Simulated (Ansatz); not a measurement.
## Σ3 (111) boundary in bcc Ta, starting shift (0.5, 0): structure and resistance

Wanted: what the Σ3 (111) boundary in bcc Ta, starting shift (0.5, 0) costs an interconnect.

Calculated with Ansatz 0.2.0; Ansatz plane-wave DFT, PBE, PAW files; relaxation of a bicrystal slab with its lowest layers held; PAW set soft_1, in the first sound run; inputs show where later runs differ.

### 1. The structure

The cell holds 19 atoms: 19 Ta. Its edges and angles: a = 4.671 Å, b = 4.671 Å, c = 29.314 Å, α = 90.0°, β = 90.0°, γ = 120.0°. It derives from Ta. built on the (1 1 1) plane; 2 overlapping atoms removed and the grains opened by 0.2 Å. Vacuum lies along c.

### 2. Relaxing the bicrystal

The boundary is built by mirroring the lower grain in the boundary plane and removing any atoms that overlap. A thin bicrystal slab is relaxed first, with the lowest layers held and the upper grain free to shift and open.

The input, input.yaml:

```yaml
crystal:
  lattice:
    - [4.6705251426, 0.0, 0.0]
    - [-2.3352625713, 4.0447934225, 0.0]
    - [0.0, 0.0, 29.3139720975]
  atoms:
    - { symbol: Ta, position: [0.3333333334, 0.6666666667, 0.1705671269] }
    - { symbol: Ta, position: [0.6666666667, 0.3333333334, 0.2030897393] }
    - { symbol: Ta, position: [0.0, 0.0, 0.2356123517] }
    - { symbol: Ta, position: [0.3333333334, 0.6666666667, 0.2681349642] }
    - { symbol: Ta, position: [0.6666666667, 0.3333333334, 0.3006575766] }
    - { symbol: Ta, position: [0.0, 0.0, 0.333180189] }
    - { symbol: Ta, position: [0.3333333333, 0.6666666667, 0.3657028014] }
    - { symbol: Ta, position: [0.6666666667, 0.3333333333, 0.3982254138] }
    - { symbol: Ta, position: [0.0, 0.0, 0.4307480262] }
    - { symbol: Ta, position: [0.8333333333, 0.6666666667, 0.502615936] }
    - { symbol: Ta, position: [0.5, 0.0, 0.5351385484] }
    - { symbol: Ta, position: [0.1666666667, 0.3333333334, 0.5676611609] }
    - { symbol: Ta, position: [0.8333333334, 0.6666666667, 0.6001837733] }
    - { symbol: Ta, position: [0.5, 0.0, 0.6327063857] }
    - { symbol: Ta, position: [0.1666666667, 0.3333333334, 0.6652289981] }
    - { symbol: Ta, position: [0.8333333334, 0.6666666667, 0.6977516105] }
    - { symbol: Ta, position: [0.5, 1.0e-10, 0.7302742229] }
    - { symbol: Ta, position: [0.1666666667, 0.3333333334, 0.7627968353] }
    - { symbol: Ta, position: [0.8333333334, 0.6666666668, 0.7953194477] }
kpoints:
  mp_grid: { grid: [6, 6, 1] }
hamiltonian:
  xc: pbe
  pseudopotentials: { kind: paw, azcp: { folder: soft_1 } }
scf:
  occupations: { method: fermi_dirac, width: 0.1 }
relax:
  f_tol: 0.03
  max_steps: 80
  constraints: [{ sites: [0, 1, 2, 3] }]
```

The run is started by

```sh
$ ansatz run input.yaml --threads 4 --pin off --max-ram 15360MiB --backend cpu --events-out ev --progress --plain --runs-dir out
```

Numbers of over 12 decimals in the logs are rounded to 6 here.

Log:

```text
Engine: ansatz 0.2.0, aarch64-unknown-linux-gnu
Pseudopotentials: kind: paw
Pseudopotential: Ta, paw, valence charge 13, recommended cutoff 420 eV (normal), soft_1/Ta.paw.azcp
Functional definition: PBE
  parameter kappa = 0.804
  parameter beta = 0.066725
  exchange = pbe_x(kappa = kappa, mu = beta*pi^2/3)
  correlation = pbe_c(beta = beta)
Crystal: 19 atoms, lattice volume = 553.779 Å³
Basis set: ecut = 420 eV, 10843 PW (Γ), exchange–correlation on 64×64×400 points (8 copies of the dense FFT grid, shifted against one another)
Bands: 149, of which v1, the nominal top of the filled ones, is band 124 counted from 1 (123 counted from 0)
Symmetry: 2 space group operations
Space group: Cm (ITA 8), of the structure as read, at distance tolerance 8.2e-5 Å
k-points: 13 of 36 (time reversal used)
Non-local potential: Ta, projectors of the file, l = 0: 3, l = 1: 2, l = 2: 2, l = 3: 1
PAW form: soft (Blöchl's): semilocal exchange-correlation on the pseudo side does not see the compensation charge
PAW one-centre angular grid: Ta, 590 points (default); XC on 64 Gauss nodes
Initial density: superposition of atomic densities (neutral atoms: chi_scale 0, normalization atom)
Initial wavefunctions: pseudopotential atomic-orbital guess
Functional: x = pbe(κ = 0.804, μ = 0.219515), c = pbe(β = 0.066725)
SCF iter   1: F=—  HF=-188732.648126 eV  |F-HF|=—  |Δ(HF+E_count)|=         —  Δρ=5.18e-2  dr2=2.31e2  ethr=3.10e-3  ⟨swp⟩=8.8  Hψ=9042  notcnv=0  defer=2
preconditioner: auto → LDOS  [metal: Δε(μ)=0.041 eV  Ē_g=4.153 eV  σ=0.100 eV  W_gap=0.10  n_scr=124 (ndim 8)  ℏωp=15.4 eV  f_vac=0.274  D(μ)=15.73/eV (n_scr^D=110)  β→1.0]
SCF iter   2: F=—  HF=-188748.945283 eV  |F-HF|=—  |Δ(HF+E_count)|=    1.63e1  Δρ=8.26e-2  dr2=1.69e3  ethr=3.10e-3  ⟨swp⟩=18.0  Hψ=19343  notcnv=0  defer=20  recentre
SCF iter   3: F=—  HF=-188724.406241 eV  |F-HF|=—  |Δ(HF+E_count)|=    2.45e1  Δρ=3.11e-2  dr2=9.78e1  ethr=3.10e-3  ⟨swp⟩=14.8  Hψ=10480  notcnv=0  defer=32
SCF iter   4: F=—  HF=-188720.653747 eV  |F-HF|=—  |Δ(HF+E_count)|=    3.75e0  Δρ=9.93e-3  dr2=8.93e0  ethr=3.10e-3  ⟨swp⟩=8.8  Hψ=4350  notcnv=0  defer=23
SCF iter   5: F=—  HF=-188720.338633 eV  |F-HF|=—  |Δ(HF+E_count)|=   3.15e-1  Δρ=6.02e-3  dr2=4.46e0  ethr=3.10e-3  ⟨swp⟩=3.7  Hψ=2846  notcnv=0  defer=15
SCF iter   6: F=—  HF=-188720.282251 eV  |F-HF|=—  |Δ(HF+E_count)|=   5.64e-2  Δρ=1.55e-3  dr2=6.78e-2  ethr=1.81e-3  ⟨swp⟩=2.8  Hψ=2313  notcnv=0  defer=14
SCF iter   7: F=—  HF=-188720.265480 eV  |F-HF|=—  |Δ(HF+E_count)|=   1.68e-2  Δρ=6.92e-4  dr2=6.01e-2  ethr=2.75e-5  ⟨swp⟩=3.2  Hψ=3733  notcnv=0  defer=13
SCF iter   8: F=—  HF=-188720.260756 eV  |F-HF|=—  |Δ(HF+E_count)|=   4.72e-3  Δρ=2.84e-4  dr2=2.62e-3  ethr=2.43e-5  ⟨swp⟩=2.6  Hψ=2473  notcnv=0  defer=11
SCF iter   9: F=—  HF=-188720.261692 eV  |F-HF|=—  |Δ(HF+E_count)|=   9.36e-4  Δρ=1.23e-4  dr2=1.62e-3  ethr=1.06e-6  ⟨swp⟩=3.2  Hψ=2903  notcnv=0  defer=9
SCF iter  10: F=—  HF=-188720.261867 eV  |F-HF|=—  |Δ(HF+E_count)|=   1.75e-4  Δρ=6.92e-5  dr2=6.00e-4  ethr=6.57e-7  ⟨swp⟩=2.0  Hψ=2112  notcnv=0  defer=8
SCF iter  11: F=-188720.261855 eV  HF=-188720.261867 eV  |F-HF|=1.20e-5  |Δ(HF+E_count)|=   6.01e-7  Δρ=2.06e-5  dr2=1.40e-5  ethr=9.11e-9  ⟨swp⟩=4.4  Hψ=7079  notcnv=0
SCF 1 converged in 11 iterations: F = -188720.261855 eV  dr2 = 1.40e-5
  greatest PAW one-centre occupation: 0.999 electrons in one spin orbital (limit 2), on the Ta atom at site 5 (counted from 0), in its partial waves of l = 0
relax step   1: F+E_penalty+E_count = -188720.26185475 eV  Δ(F+E_penalty+E_count) = +0.000e0 eV  max|allowed force component| = 2.121e0 eV/Å  Δτ_max = 0.0000 Å  (11 SCF iters, dr2 threshold 2.25e-5 eV, accepted)
Initial density: handed on by an earlier stage of this run
Initial wavefunctions: those handed on with the density
iter 1 solved again at ethr=2.81e-3 eV; its pass at ethr=3.10e-3 eV (dr2=6.95e0 eV) is discarded
SCF iter   1: F=—  HF=-188721.613805 eV  |F-HF|=—  |Δ(HF+E_count)|=         —  Δρ=1.36e-2  dr2=7.20e0  ethr=2.81e-3  ⟨swp⟩=1.9  Hψ=7059  notcnv=0  defer=4
preconditioner: auto → LDOS  [metal: Δε(μ)=0.015 eV  Ē_g=3.599 eV  σ=0.100 eV  W_gap=0.04  n_scr=124 (ndim 8)  ℏωp=15.4 eV  f_vac=0.284  D(μ)=27.80/eV (n_scr^D=256)  β→1.0]
SCF iter   2: F=—  HF=-188721.339938 eV  |F-HF|=—  |Δ(HF+E_count)|=   2.74e-1  Δρ=7.44e-3  dr2=8.58e-1  ethr=2.81e-3  ⟨swp⟩=3.3  Hψ=2720  notcnv=0  defer=5
SCF iter   3: F=—  HF=-188721.237757 eV  |F-HF|=—  |Δ(HF+E_count)|=   1.02e-1  Δρ=2.77e-3  dr2=1.28e-1  ethr=3.48e-4  ⟨swp⟩=3.2  Hψ=3781  notcnv=0  defer=6
SCF iter   4: F=—  HF=-188721.214298 eV  |F-HF|=—  |Δ(HF+E_count)|=   2.35e-2  Δρ=5.99e-4  dr2=1.08e-2  ethr=5.17e-5  ⟨swp⟩=2.2  Hψ=3425  notcnv=0  defer=4
SCF iter   5: F=—  HF=-188721.214226 eV  |F-HF|=—  |Δ(HF+E_count)|=   7.23e-5  Δρ=1.97e-4  dr2=6.62e-4  ethr=4.36e-6  ⟨swp⟩=2.0  Hψ=2639  notcnv=0  defer=4
SCF iter   6: F=—  HF=-188721.214233 eV  |F-HF|=—  |Δ(HF+E_count)|=   7.40e-6  Δρ=7.42e-5  dr2=1.02e-4  ethr=2.68e-7  ⟨swp⟩=2.0  Hψ=2710  notcnv=0  defer=4
SCF iter   7: F=-188721.214229 eV  HF=-188721.214242 eV  |F-HF|=1.34e-5  |Δ(HF+E_count)|=   8.94e-6  Δρ=2.93e-5  dr2=1.95e-5  ethr=4.05e-8  ⟨swp⟩=3.0  Hψ=6888  notcnv=0
SCF 2 converged in 7 iterations: F = -188721.214229 eV  dr2 = 1.95e-5
relax step   2: F+E_penalty+E_count = -188721.21422864 eV  Δ(F+E_penalty+E_count) = -9.524e-1 eV  max|allowed force component| = 7.944e-1 eV/Å  Δτ_max = 0.1948 Å  (7 SCF iters, dr2 threshold 1.00e-4 eV, accepted)
SCF iter   1: F=—  HF=-188721.958483 eV  |F-HF|=—  |Δ(HF+E_count)|=         —  Δρ=1.22e-2  dr2=1.12e1  ethr=3.10e-3  ⟨swp⟩=7.1  Hψ=4601  notcnv=0  defer=6
preconditioner: auto → LDOS  [metal: Δε(μ)=0.009 eV  Ē_g=3.611 eV  σ=0.100 eV  W_gap=0.02  n_scr=124 (ndim 8)  ℏωp=15.4 eV  f_vac=0.288  D(μ)=25.91/eV (n_scr^D=230)  β→1.0]
SCF iter   2: F=—  HF=-188721.733413 eV  |F-HF|=—  |Δ(HF+E_count)|=   2.25e-1  Δρ=4.04e-3  dr2=6.70e-1  ethr=3.10e-3  ⟨swp⟩=1.9  Hψ=2308  notcnv=0  defer=8
SCF iter   3: F=—  HF=-188721.720092 eV  |F-HF|=—  |Δ(HF+E_count)|=   1.33e-2  Δρ=2.34e-3  dr2=9.24e-2  ethr=2.71e-4  ⟨swp⟩=2.0  Hψ=3073  notcnv=0  defer=8
SCF iter   4: F=—  HF=-188721.701830 eV  |F-HF|=—  |Δ(HF+E_count)|=   1.83e-2  Δρ=4.01e-4  dr2=3.77e-3  ethr=3.74e-5  ⟨swp⟩=2.0  Hψ=3313  notcnv=0  defer=8
SCF iter   5: F=—  HF=-188721.701510 eV  |F-HF|=—  |Δ(HF+E_count)|=   3.20e-4  Δρ=1.28e-4  dr2=3.74e-4  ethr=1.52e-6  ⟨swp⟩=3.3  Hψ=3354  notcnv=0  defer=8
SCF iter   6: F=-188721.701490 eV  HF=-188721.701507 eV  |F-HF|=1.77e-5  |Δ(HF+E_count)|=   2.82e-6  Δρ=4.75e-5  dr2=3.81e-5  ethr=1.60e-8  ⟨swp⟩=3.3  Hψ=7571  notcnv=0
SCF 3 converged in 6 iterations: F = -188721.701490 eV  dr2 = 3.81e-5
[...]
relax step   6: F+E_penalty+E_count = -188722.67148122 eV  Δ(F+E_penalty+E_count) = -2.592e-1 eV  max|allowed force component| = 3.768e-1 eV/Å  Δτ_max = 0.1914 Å  (7 SCF iters, dr2 threshold 5.97e-5 eV, accepted)
relax step   7: F+E_penalty+E_count = -188722.85472130 eV  Δ(F+E_penalty+E_count) = -1.832e-1 eV  max|allowed force component| = 2.200e-1 eV/Å  Δτ_max = 0.2000 Å  (7 SCF iters, dr2 threshold 3.62e-5 eV, accepted)
relax step   8: F+E_penalty+E_count = -188722.95997489 eV  Δ(F+E_penalty+E_count) = -1.053e-1 eV  max|allowed force component| = 2.215e-1 eV/Å  Δτ_max = 0.1935 Å  (7 SCF iters, dr2 threshold 1.65e-5 eV, accepted)
relax step   9: F+E_penalty+E_count = -188723.02597783 eV  Δ(F+E_penalty+E_count) = -6.600e-2 eV  max|allowed force component| = 9.892e-2 eV/Å  Δτ_max = 0.2000 Å  (7 SCF iters, dr2 threshold 1.67e-5 eV, accepted)
relax step  10: F+E_penalty+E_count = -188723.05554585 eV  Δ(F+E_penalty+E_count) = -2.957e-2 eV  max|allowed force component| = 4.040e-2 eV/Å  Δτ_max = 0.1956 Å  (8 SCF iters, dr2 threshold 1.95e-6 eV, accepted)
relax step  11: F+E_penalty+E_count = -188723.06797018 eV  Δ(F+E_penalty+E_count) = -1.242e-2 eV  max|allowed force component| = 6.285e-2 eV/Å  Δτ_max = 0.1952 Å  (8 SCF iters, accepted)
relax step  12: F+E_penalty+E_count = -188723.07256329 eV  Δ(F+E_penalty+E_count) = -4.593e-3 eV  max|allowed force component| = 5.942e-2 eV/Å  Δτ_max = 0.1276 Å  (10 SCF iters, accepted)
relax step  13: F+E_penalty+E_count = -188723.07526952 eV  Δ(F+E_penalty+E_count) = -2.706e-3 eV  max|allowed force component| = 3.373e-2 eV/Å  Δτ_max = 0.0708 Å  (6 SCF iters, dr2 threshold 3.15e-6 eV, accepted)
relax step  14: F+E_penalty+E_count = -188723.07325449 eV  Δ(F+E_penalty+E_count) = +2.015e-3 eV  max|allowed force component| = 1.519e-1 eV/Å  Δτ_max = 0.1155 Å  (9 SCF iters, rejected (line search))
relax step  15: F+E_penalty+E_count = -188723.07658697 eV  Δ(F+E_penalty+E_count) = -1.317e-3 eV  max|allowed force component| = 8.632e-3 eV/Å  Δτ_max = 0.0550 Å  (9 SCF iters, accepted)
relax step  16: F+E_penalty+E_count = -188723.07668253 eV  Δ(F+E_penalty+E_count) = -9.556e-5 eV  max|allowed force component| = 3.667e-2 eV/Å  Δτ_max = 0.0553 Å  (9 SCF iters, accepted)
relax step  17: F+E_penalty+E_count = -188723.07689485 eV  Δ(F+E_penalty+E_count) = -2.123e-4 eV  max|allowed force component| = 3.006e-2 eV/Å  Δτ_max = 0.1028 Å  (9 SCF iters, accepted)
relax step  18: F+E_penalty+E_count = -188723.07589403 eV  Δ(F+E_penalty+E_count) = +1.001e-3 eV  max|allowed force component| = 9.668e-2 eV/Å  Δτ_max = 0.0664 Å  (8 SCF iters, rejected (line search))
relax step  19: F+E_penalty+E_count = -188723.07667299 eV  Δ(F+E_penalty+E_count) = +2.219e-4 eV  max|allowed force component| = 4.090e-2 eV/Å  Δτ_max = 0.0323 Å  (8 SCF iters, rejected (line search))
SCF iter   1: F=—  HF=-188723.077812 eV  |F-HF|=—  |Δ(HF+E_count)|=         —  Δρ=9.68e-4  dr2=2.81e-2  ethr=2.75e-5  ⟨swp⟩=2.5  Hψ=3420  notcnv=0  defer=5
preconditioner: auto → LDOS  [metal: Δε(μ)=0.011 eV  Ē_g=3.719 eV  σ=0.100 eV  W_gap=0.03  n_scr=124 (ndim 8)  ℏωp=15.4 eV  f_vac=0.316  D(μ)=24.00/eV (n_scr^D=194)  β→1.0]
SCF iter   2: F=—  HF=-188723.077269 eV  |F-HF|=—  |Δ(HF+E_count)|=   5.43e-4  Δρ=2.95e-4  dr2=8.19e-4  ethr=1.14e-5  ⟨swp⟩=1.0  Hψ=2236  notcnv=0  defer=5
SCF iter   3: F=—  HF=-188723.077185 eV  |F-HF|=—  |Δ(HF+E_count)|=   8.44e-5  Δρ=1.47e-4  dr2=2.25e-4  ethr=3.31e-7  ⟨swp⟩=2.2  Hψ=3320  notcnv=0  defer=5
SCF iter   4: F=—  HF=-188723.077127 eV  |F-HF|=—  |Δ(HF+E_count)|=   5.83e-5  Δρ=5.34e-5  dr2=1.91e-5  ethr=9.11e-8  ⟨swp⟩=2.1  Hψ=3117  notcnv=0  defer=5
SCF iter   5: F=—  HF=-188723.077160 eV  |F-HF|=—  |Δ(HF+E_count)|=   3.33e-5  Δρ=1.54e-5  dr2=4.17e-6  ethr=7.74e-9  ⟨swp⟩=2.0  Hψ=3395  notcnv=0  defer=5
SCF iter   6: F=—  HF=-188723.077159 eV  |F-HF|=—  |Δ(HF+E_count)|=   7.39e-7  Δρ=3.85e-6  dr2=2.55e-7  ethr=1.69e-9  ⟨swp⟩=2.0  Hψ=2693  notcnv=0  defer=5
SCF iter   7: F=-188723.077159 eV  HF=-188723.077159 eV  |F-HF|=1.36e-8  |Δ(HF+E_count)|=   2.57e-8  Δρ=1.34e-6  dr2=1.98e-8  ethr=4.05e-11  ⟨swp⟩=5.0  Hψ=7235  notcnv=0
SCF 20 converged in 7 iterations: F = -188723.077159 eV  dr2 = 1.98e-8
relax step  20: F+E_penalty+E_count = -188723.07715931 eV  Δ(F+E_penalty+E_count) = -2.645e-4 eV  max|allowed force component| = 1.189e-2 eV/Å  Δτ_max = 0.0156 Å  (7 SCF iters, accepted)
SCF converged after 7 iterations
Free energy (F): -188723.077159 eV
Harris-Foulkes:  -188723.077159 eV  (|F-HF|=1.36e-8)
Internal energy: -188722.283639 eV  (E = F + TS)
E sigma→0 (E₀):  -188722.680399 eV
Entropy (-TS):   -0.793520 eV (-41.764 meV/atom)
Fermi energy:    10.217915 eV
--- Per-component energies (eV) ---
  E_band       = -4079.994141
  E_kinetic    = 7466.867636
  E_local      = -206912.070931  (includes V_loc(G=0)·N_el)
  E_nonlocal   = -208.397404
  E_hartree    = 100978.087414
  E_xc         = -6094.116770
  E_vxc        = -4426.168736  (∫ρ·V_xc dr)
  E_paw        = -157786.998037  (= ΣΔE_a)
  E_vpaw       = -1956.405724  (= ΣTr[D̂ρ^β])
  E_aug_tail   = 0.001781  (compensation charges beyond the density's cutoff)
  E_ewald      = 73834.342670
  E_smearing   = -0.793520  (= −TS)
  E_closure    = 0.000000  (closes the sum)
  Σ components = -188723.077159   (vs F -188723.077159, Δ=0.00e0)
--- Forces (eV/Å), atoms counted from 1 ---
  atom   1  Ta     0.00000000    -0.00058016     1.84609292
  atom   2  Ta    -0.00000000    -0.00205625    -0.03170186
  atom   3  Ta    -0.00000000     0.00908151    -1.32725904
  atom   4  Ta    -0.00000000    -0.00356449    -0.48833797
  atom   5  Ta    -0.00000000    -0.00448051    -0.00303957
  atom   6  Ta     0.00000000     0.00150774     0.00237894
  atom   7  Ta     0.00000000    -0.00315495     0.00303260
  atom   8  Ta    -0.00000000     0.00447302     0.00448510
  atom   9  Ta    -0.00000000    -0.00046828    -0.00219684
  atom  10  Ta    -0.00000000     0.00230872    -0.00275407
  atom  11  Ta     0.00000000    -0.00164615    -0.00173721
  atom  12  Ta     0.00000000    -0.00092886     0.00053440
  atom  13  Ta     0.00000000     0.00001531     0.00536140
  atom  14  Ta    -0.00000000    -0.00025388    -0.00284234
  atom  15  Ta    -0.00000000    -0.00094589    -0.00811430
  atom  16  Ta     0.00000000     0.00032231     0.00139299
  atom  17  Ta    -0.00000000     0.00008397     0.01189142
  atom  18  Ta    -0.00000000     0.00055678    -0.00926274
  atom  19  Ta     0.00000000    -0.00030032     0.00205414
  max |Σ_I F_I| component: 3.04e-5 eV/Å
--- Relaxed structure (20 steps of the walk, 17 accepted, 0 SCFs on fresh bases) ---
  F+E_penalty+E_count = -188723.07715931 eV   max|allowed force component| = 1.189e-2 eV/Å
  atoms:
    - { symbol: Ta, position: [0.33333333335, 0.6666666667, 0.170567] }
    - { symbol: Ta, position: [0.666667, 0.3333333334, 0.2030897393] }
    - { symbol: Ta, position: [0.0, 0.0, 0.235612] }
    - { symbol: Ta, position: [0.33333333335, 0.6666666667, 0.2681349642] }
    - { symbol: Ta, position: [0.666656, 0.333311, 0.298217] }
    - { symbol: Ta, position: [2.4600460499994546e-5, 4.9200920999989086e-5, 0.333945] }
    - { symbol: Ta, position: [0.333318, 0.666636, 0.368877] }
    - { symbol: Ta, position: [0.667159, 0.334317, 0.391243] }
    - { symbol: Ta, position: [0.00487898, 0.00975796, 0.434999] }
    - { symbol: Ta, position: [0.675692, 0.351384, 0.477494] }
    - { symbol: Ta, position: [0.343147, -0.313705, 0.500985] }
    - { symbol: Ta, position: [0.0098085, 0.019617, 0.535388] }
    - { symbol: Ta, position: [0.676816, 0.353633, 0.569884] }
    - { symbol: Ta, position: [0.343392, -0.313217, 0.602010] }
    - { symbol: Ta, position: [0.00987807, 0.019756, 0.634438] }
    - { symbol: Ta, position: [0.676582, 0.353163, 0.665857] }
    - { symbol: Ta, position: [0.343329, -0.313342, 0.703432] }
    - { symbol: Ta, position: [0.010036, 0.020072, 0.730403] }
    - { symbol: Ta, position: [0.676723, 0.353446, 0.756000] }
```

The job ended after 11 min (4 threads of Arm Neoverse V1, shared host; peak memory 2 GiB).

Relaxation path:

| step | energy less that of the first step (eV) | largest force component (eV/Å) |
| --- | --- | --- |
| 1 | 0.0000 | 2.1207 |
| 2 | -0.9524 | 0.7944 |
| 3 | -1.4396 | 0.8843 |
| 4 | -1.8360 | 0.9571 |
| 5 | -2.1504 | 0.4836 |
| 6 | -2.4096 | 0.3768 |
| 7 | -2.5929 | 0.2200 |
| 8 | -2.6981 | 0.2215 |
| 9 | -2.7641 | 0.0989 |
| 10 | -2.7937 | 0.0404 |
| 11 | -2.8061 | 0.0629 |
| 12 | -2.8107 | 0.0594 |
| 13 | -2.8134 | 0.0337 |
| 14 | -2.8114 | 0.1519 |
| 15 | -2.8147 | 0.0086 |
| 16 | -2.8148 | 0.0367 |
| 17 | -2.8150 | 0.0301 |
| 18 | -2.8140 | 0.0967 |
| 19 | -2.8148 | 0.0409 |
| 20 | -2.8153 | 0.0119 |

Relaxation steps 14, 18, 19 were tried and not accepted.

Forces are held to the 2 operations that the run works with; a distortion that breaks them can't arise in this run.

The atoms that moved most (Å):

| atom | dx | dy | dz | length |
| --- | --- | --- | --- | --- |
| Ta19 | 0.000 | -1.267 | -1.153 | 1.713 |
| Ta11 | 0.000 | -1.269 | -1.001 | 1.616 |
| Ta18 | 0.000 | -1.267 | -0.950 | 1.583 |
| Ta12 | 0.000 | -1.269 | -0.946 | 1.583 |
| Ta16 | 0.000 | -1.268 | -0.935 | 1.575 |
| Ta15 | 0.000 | -1.268 | -0.903 | 1.557 |
| Ta14 | 0.000 | -1.267 | -0.900 | 1.554 |
| Ta13 | 0.000 | -1.266 | -0.888 | 1.547 |

Numbers from this step:

| Quantity | Value |
| --- | --- |
| free energy | -188723.0772 eV |
| energy at zero smearing | -188722.6804 eV |
| Fermi energy | 10.22 eV |

The largest force component on a free atom ends at 0.012 eV/Å, under the tolerance of 0.03, after 20 steps.

(Part 1 of 3 ends here.)

[Logs are printed without paths, hosts, clocks, repeated set-up lines and the standing remarks that a program may print on its own settings, such as how far it seeks lower states.]

[Hosts, paths, dates, database ids (printed as entryN), source tags and the programs' standing remarks are cut or masked in the printed files.]
